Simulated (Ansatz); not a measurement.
# Li2SnCl6: complex band structure, part 3 of 3

A new crystal, Li2SnCl6: structure, gap and complex bands. It is built by putting Li for K in the K2SnCl6 structure of space group Fm-3m, with the volume rescaled by atomic radii. The parent structure comes from the Materials Project.

Ansatz 0.2.0; r2SCAN DFT, plane waves, PAW files (the session's first sound run).

So far, gap on path (eV): step 3 (band edges) 2.85.

The structure was built from a prototype and need not be the compound's stable phase.

**7. Band edges at another level, cutoff 1220 eV**

This step: r2SCAN DFT, plane waves, norm-conserving files (Ansatz 0.2.0).

The edges again with norm-conserving files, at the same atoms. Against that run the cutoff is 1220 eV against 500.

The input, input.yaml:

```yaml
crystal:
  lattice:
    - [0.0, 4.8933915677, 4.8933915677]
    - [4.8933915677, 0.0, 4.8933915677]
    - [4.8933915677, 4.8933915677, 0.0]
  atoms:
    - { symbol: Li, position: [0.75, 0.75, 0.75] }
    - { symbol: Li, position: [0.25, 0.25, 0.25] }
    - { symbol: Sn, position: [0.0, 0.0, 0.0] }
    - { symbol: Cl, position: [0.7517963545, 0.7517963545, 0.2482036455] }
    - { symbol: Cl, position: [0.7517963545, 0.2482036455, 0.7517963545] }
    - { symbol: Cl, position: [0.2482036455, 0.7517963545, 0.2482036455] }
    - { symbol: Cl, position: [0.2482036455, 0.2482036455, 0.7517963545] }
    - { symbol: Cl, position: [0.2482036455, 0.7517963545, 0.7517963545] }
    - { symbol: Cl, position: [0.7517963545, 0.2482036455, 0.2482036455] }
kpoints:
  mp_grid: { grid: [4, 4, 4] }
  band_path: { path: [VBM, CBM], npoints: 30 }
scf:
  occupations: { method: fixed }
hamiltonian:
  xc: r2scan
  pseudopotentials: { kind: nc }
output:
  eigenvalues: true
```

Command:

```bash
$ ansatz run input.yaml --threads 2 --pin off --max-ram 4096MiB --backend cpu --events-out ev --progress --plain --runs-dir out
```

What it wrote:

```text
[...]
Crystal: 9 atoms, lattice volume = 234.347 Å³
Basis set: ecut = 1220 eV, 22659 PW (Γ)
Bands: 40, of which v1, the nominal top of the filled ones, is band 31 counted from 1 (30 counted from 0)
Symmetry: 48 space group operations
[...]
k-points: 8 of 64
[...]
SCF iter   1: F=—  HF=-5372.566457 eV  |F-HF|=—  |Δ(HF+E_count)|=         —  Δρ=3.68e-2  dr2=6.32e0  dr2_τ=2.29e0  ethr=3.10e-3  ⟨swp⟩=9.2  Hψ=1886  notcnv=0  defer=50
[...]
SCF iter   9: F=-5370.899878 eV  HF=-5370.899878 eV  |F-HF|=3.60e-9  |Δ(HF+E_count)|=   1.02e-7  Δρ=2.46e-6  dr2=2.37e-8  dr2_τ=5.45e-9  ethr=1.61e-10  ⟨swp⟩=32.5  Hψ=3729  notcnv=0
SCF 1 converged in 9 iterations: F = -5370.899878 eV  dr2 = 2.37e-8
[...]
SCF converged after 9 iterations
Free energy (F): -5370.899878 eV
[...]
Internal energy: -5370.899878 eV  (E = F + TS)
E sigma→0 (E₀):  -5370.899878 eV
Fermi energy:    1.094148 eV
[...]
--- Band table (eV; the first three rows and the last of 8) ---
  k-point 0: bands = [... 27 lower, 0.4582, 1.0941, 1.0941, 1.0941, 3.9484, 5.8991, 6.6322, 8.4264, ... 5 higher]
  k-point 1: bands = [... 27 lower, 0.5211, 0.9197, 0.9197, 0.9609, 4.4618, 6.4056, 7.0141, 8.2107, ... 5 higher]
  k-point 2: bands = [... 27 lower, 0.5765, 0.7275, 0.7839, 0.7839, 4.9861, 7.4108, 7.4600, 7.9004, ... 5 higher]
  k-point 7: bands = [... 27 lower, 0.2563, 0.4250, 0.7213, 0.7213, 5.3215, 8.0277, 8.0277, 8.3626, ... 5 higher]
```

Run time: 72 s. Hardware: 2 threads of Intel Xeon Platinum 8488C (Sapphire Rapids), shared host; peak memory 1.3 GiB; 2.3 min of CPU time.

Numbers from this step:

| Quantity | Value |
| --- | --- |
| free energy | -5370.8999 eV |
| Fermi energy | 1.094 eV |

Levels at VBM (eV): -6.57, -3.55, -3.55, -3.55, -2.50, -2.50, -2.50, -0.85, -0.85, -0.85, -0.66, -0.66, -0.64, -0.64, -0.64, 0.00, 0.00, 0.00, 2.85, 4.80, 5.54, 7.33, 7.33, 7.33.

The searched edges give 2.85 eV, as on the mesh.

**8. Complex bands at another level**

This step: r2SCAN DFT, plane waves, norm-conserving files; complex bands by layer matching along the plane's normal (Ansatz 0.2.0).

The complex bands at that level, over its own gap, at (0, 0) and (0.5, 0).

The input, input.yaml:

```yaml
crystal:
  lattice:
    - [6.920300721, 0.0, 0.0]
    - [0.0, 6.920300721, 0.0]
    - [3.460150361, 3.460150361, 4.893391568]
  atoms:
    - { symbol: Li, position: [0.75, 0.25, 0.5] }
    - { symbol: Li, position: [0.25, 0.75, 0.5] }
    - { symbol: Sn, position: [0.0, 0.0, 0.0] }
    - { symbol: Cl, position: [0.2482036455, 0.2482036455, 0.503592709] }
    - { symbol: Cl, position: [0.7517963545, 0.7517963545, 0.0] }
    - { symbol: Cl, position: [0.2482036455, 0.2482036455, 0.0] }
    - { symbol: Cl, position: [0.7517963545, 0.7517963545, 0.496407291] }
    - { symbol: Cl, position: [0.7517963545, 0.2482036455, 0.0] }
    - { symbol: Cl, position: [0.2482036455, 0.7517963545, 0.0] }
kpoints:
  mp_grid: { grid: [6, 6, 6] }
scf:
  occupations: { method: fixed }
hamiltonian:
  xc: r2scan
  pseudopotentials: { kind: nc }
output:
  eigenvalues: true
  transmission:
    leads: [[0, 0]]
    kpoints: [[0.0, 0.0], [0.5, 0.0]]
    e_range: [-1.0, 3.85]
    de: 0.12
```

What it wrote:

```text
Engine: ansatz 0.2.0, x86_64-unknown-linux-gnu
Pseudopotentials: kind: nc
Pseudopotential: Li, nc, valence charge 3, recommended cutoff 1034.032677 eV (normal), Li.nc.azcp
Pseudopotential: Sn, nc, valence charge 14, recommended cutoff 1220 eV (normal), Sn.nc.azcp
Pseudopotential: Cl, nc, valence charge 7, recommended cutoff 930 eV (normal), Cl.nc.azcp
Functional definition: r2SCAN
  parameter k0 = 0.174
  parameter k1 = 0.065
  parameter a1 = 4.9479
  exchange = r2scan_x(k0 = k0, k1 = k1, a1 = a1)
  correlation = r2scan_c
Error: memory limit exceeded: the `transmission` phase of `transmission` needs 11.92 GiB against the run's memory maximum of 4.00 GiB; largest carriers: transmission 11.53 GiB, unmodelled-tail allowance 0.30 GiB, source scf tables 0.07 GiB, source scf state 0.01 GiB; the layers of output.transmission grow with the square of the cell's cross-section: a lower cutoff or a narrower output.transmission.e_range takes less, and so, most of all in a narrow cell, does a wider de; where no e_range is typed, a fill by count is planned with a gap of 40 thermal energies
with nothing else changed it takes a maximum of at least 11.92 GiB, with nothing to spare, and 13.12 GiB leaves up to a tenth: --max-ram 13.12GiB where that set the maximum, else more of the term that did, and with no share typed, where 13.12 GiB is over 0.88 of the host's memory or its container's limit, a share of 0.88 or more that holds the maximum too (--max-ram-frac F), where one does; The budget is ten eleventh [...]
`transmission` follows the SCF: where the deck gives it k-points, a mesh or a band count of its own, those are what to reduce (not on a resume, whose deck is fixed)
```

The job ended after 0.24 s (2 threads; peak memory 0.25 GiB).

The input was rejected at the start.

The program's message: “Error: memory limit exceeded: the `transmission` phase of `transmission` needs 11.92 GiB against the run's memory maximum of 4.00 GiB; largest carriers: transmission 11.53 GiB, unmodelled-tail allowan …”

**9. The same cell, other settings**

This step: r2SCAN DFT, plane waves, PAW files; complex bands by layer matching along the plane's normal; changed: output.transmission.bias = [0.5], scf.max_iter = 100 (Ansatz 0.2.0).

This run repeats an earlier one, its twin (the complex run, plane (001)), with two settings changed (scf.max_iter, output.transmission.bias; files written aside). The setting was drawn as a possible misstep, on purpose. Where the input is shown as a difference, that is against the step before, not the twin.

input.yaml: that of step 8 with these lines changed.

```diff
@@ -19,5 +19,5 @@
   occupations: { method: fixed }
+  max_iter: 100
 hamiltonian:
   xc: r2scan
-  pseudopotentials: { kind: nc }
 output:
@@ -29 +29,2 @@
     de: 0.12
+    bias: [0.5]
```

What it wrote:

```text
Error: YAML parse error: error: line 30 column 5: unknown field `bias`, expected one of leads, temperature, e_range, de, kmesh, mesh_tolerance, kpoints, reduced_basis
  --> <input>:30:5
   |
28 |     e_range: [-1.0, 3.85]
29 |     de: 0.12
30 |     bias: [0.5]
   |     ^ unknown field `bias`, expected one of leads, temperature, e_range, de, kmesh, mesh_tolerance, kpoints, reduced_basis
```

The job ended after 0.02 s (2 threads; peak memory 0.03 GiB).

The input was rejected at the start.

The program's message: “Error: YAML parse error: error: line 30 column 5: unknown field `bias`, expected one of leads, temperature, e_range, de, kmesh, mesh_tolerance, kpoints, reduced_basis”

The change that led to it: output.transmission.bias = [0.5].

**10. Results**

```yaml
band_gap: 2.85 eV
least_decay_constant_at_mid_gap_normal_to_001: 0.316 Å⁻¹
least_decay_constant_at_mid_gap_normal_to_111: 0.293 Å⁻¹
least_decay_constant_on_a_mesh_normal_to_001: 0.314 Å⁻¹
```

What this shows: With r2SCAN, the slowest decay at the wavevectors tried is κ = 0.293 Å⁻¹, normal to (111). Through such a film the transmission near mid-gap falls as exp(−2κd), a factor of ten every 3.9 Å. The directions tried decay at nearly the same rate. A free electron under a barrier of half the gap would need a mass of 0.23 mₑ to decay at this rate. The compound is made up by substitution; its stability against other phases and against distortions of the cell's symmetry was not tested. r2SCAN still narrows gaps, if less than LDA and GGA do, so real decay constants are likely larger.

[Logs are printed without paths, hosts, clocks, repeated set-up lines and the standing remarks that a program may print on its own settings, such as how far it seeks lower states.]

[Hosts, paths, dates, database ids (printed as entryN), source tags and the programs' standing remarks are cut or masked in the printed files.]
